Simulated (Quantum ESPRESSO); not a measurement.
# Energy and gap at +3 % biaxial strain: H-SiC-H chair, 1 layer

**Set-up.** Quantum ESPRESSO 7.5 driven by ASE, PBE, GBRV ultrasoft, ESM (bc1); atomic heights clamped; cell area 8.447 Å² at zero strain.

```
strain (%)  energy (meV a cell)  gap on the mesh (eV)
        −3                80.83                 3.517
      −1.5                19.16                 3.632
         0                 0.00                 3.734
      +1.5                18.51                 3.821
```

To predict: What are energy and gap at +3 %, and how stiff is the sheet?

**Worked estimate.** About zero, E'' = (19.16 + 18.51 − 2 × 0.00)/1.5² = 16.74 meV per %² and E' = (18.51 − 19.16)/3 = −0.22 meV per %. With E = A K ε², where K = (C11 + C22)/2 + C12 (C11 + C12 for a hexagonal sheet), K = 16.74 × 10/(2 × 8.447) × 16.02 = 159 N/m. The parabola gives E(+3 %) = 0.00 + 3 × (−0.22) + 4.5 × 16.74 = 74.7 meV. Continuing the last slope, the gap is 2 × 3.821 − 3.734 = 3.908 eV.

What the calculation gave: E = 70.3 meV and the gap 3.884 eV. The parabola misses by +4.4 meV, too high, since bonds soften under tension. The gap's line misses by +0.024 eV.

**Limits.** Clamped heights stiffen sheets with several planes. Semilocal gap, no spin-orbit coupling.

[Logs are printed without paths, hosts, clocks, repeated set-up lines and the standing remarks that a program may print on its own settings, such as how far it seeks lower states.]
